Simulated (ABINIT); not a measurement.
An input for ABINIT 10.8.3 (KNa3H4 (Pm-3m)):

```
acell 3*1.0 Angstrom
rprim 
  5.118641000000 0.000000000000 0.000000000000
  0.000000000000 5.118641000000 0.000000000000
  0.000000000000 0.000000000000 5.118641000000
ntypat 3
znucl 19 11 1
natom 8
typat 1 2 2 2 3 3 3 3
xred 
  0.500000000000 0.500000000000 0.500000000000
  -0.000000000000 -0.000000000000 0.500000000000
  -0.000000000000 0.500000000000 -0.000000000000
  0.500000000000 -0.000000000000 -0.000000000000
  -0.000000000000 -0.000000000000 -0.000000000000
  0.500000000000 0.500000000000 -0.000000000000
  0.500000000000 -0.000000000000 0.500000000000
  -0.000000000000 0.500000000000 0.500000000000
pp_dirpath "pseudos"
pseudos "K.upf, Na.upf, H.upf"
ecut 38
ngkpt 2 2 2
nshiftk 1
shiftk 0 0 0
kptopt 1
chksymbreak 0
iscf -2
irdden 1
istwfk *1
nband 71
nbdbuf 6
tolwfr 1e-09
nstep 60
prtvol 0
indata_prefix "in"
outdata_prefix "out"
tmpdata_prefix "tmp"
```

```sh
OMP_NUM_THREADS=1 mpirun -n 4 abinit run.abi > log
```

Question: How long will it take on 4 MPI ranks of Intel Xeon Platinum 8375C at 2.90GHz (Ice Lake), shared host, and how much memory?

It took 17 s; on shared hardware allow 8.7 s to 35 s. Peak host memory was 0.41 GiB.

[Paths, hosts, dates, memory and timing lines, banners, echoed tables and standing remarks are left out of the program output.]

[Logs are printed without paths, hosts, clocks, repeated set-up lines and the standing remarks that a program may print on its own settings, such as how far it seeks lower states.]

[Runs of the session that timed out or met a known fault of the program may be left out.]

[Hosts, paths, dates, database ids (printed as entryN), source tags and the programs' standing remarks are cut or masked in the printed files.]

[G0W0 gaps are taken among the corrected bands and points alone; a level outside them can change the order at an edge.]

[Where Ansatz stands beside ABINIT at settings called matched, ABINIT's density can come from a denser mesh and the files from another edition; pairs whose starting gaps differed by over 0.03 eV were left out, so agreement reads better than it is.]
